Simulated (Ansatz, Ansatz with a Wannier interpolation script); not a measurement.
Records of electronic-structure calculations. Some values are withheld and marked by numbers in brackets.

```json
{"subject": "From a coarse GW mesh to bands everywhere: SiC (Moissanite)", "lattice_ang": [[3.076, 0.0, 0.0], [-1.538, 2.6639, 0.0], [0.0, 0.0, 5.048]], "atoms": [["Si", 0.3333, 0.6667, 0.0], ["Si", 0.6667, 0.3333, 0.5], ["C", 0.3333, 0.6667, 0.385], ["C", 0.6667, 0.3333, 0.885]], "method": "DFT, LDA, plane waves, PAW; PAW set soft_1 (and 3 further levels or steps)", "program": "Ansatz 0.2.0 and Ansatz with a Wannier interpolation script 0.2.0", "settings_of_one_run": "cutoff 420 eV, 9×9×4 k-mesh, smearing width 0.02 eV, PAW set soft 1", "notes": "The cell and positions come from the Crystallography Open Database and are kept as given unless a step says otherwise. At the band edge the lightest electron mass is 0.27 m_e at the start and 0.27 m_e in G0W0; the G0W0 masses rest on corrections from the 9×9×4 mesh alone and are rough. Bands and cutoff are finite, so the gap is not at the basis limit. The miss can reach some tenths of an eV and take either sign; the mesh is an error of its own. Above the frozen window of the model the interpolated levels need not meet the computed ones, even at points of the mesh.", "results": {"lda_gap": "2.21 eV", "g0w0_gap_over_the_zone": "[1]", "least_direct_g0w0_gap_in_the_model": "5.09 eV", "gw_settings": "9×9×4 mesh, 190 empty bands, screening to 160 eV, PAW set soft_1 files", "known_limits": "not at the basis limit"}}
```

**Question.** What are the withheld values?

[1] G0W0 gap over the zone (SiC (Moissanite)): 3.13 eV, indirect. The G0W0 gap over the zone is 3.13 eV, indirect, from Γ to K; on the mesh alone it is 3.13 eV, nearly the same.

[Paths, hosts, dates, memory and timing lines, banners, echoed tables and standing remarks are left out of the program output.]

[Logs are printed without paths, hosts, clocks, repeated set-up lines and the standing remarks that a program may print on its own settings, such as how far it seeks lower states.]

[Runs of the session that timed out or met a known fault of the program may be left out.]

[Hosts, paths, dates, database ids (printed as entryN), source tags and the programs' standing remarks are cut or masked in the printed files.]
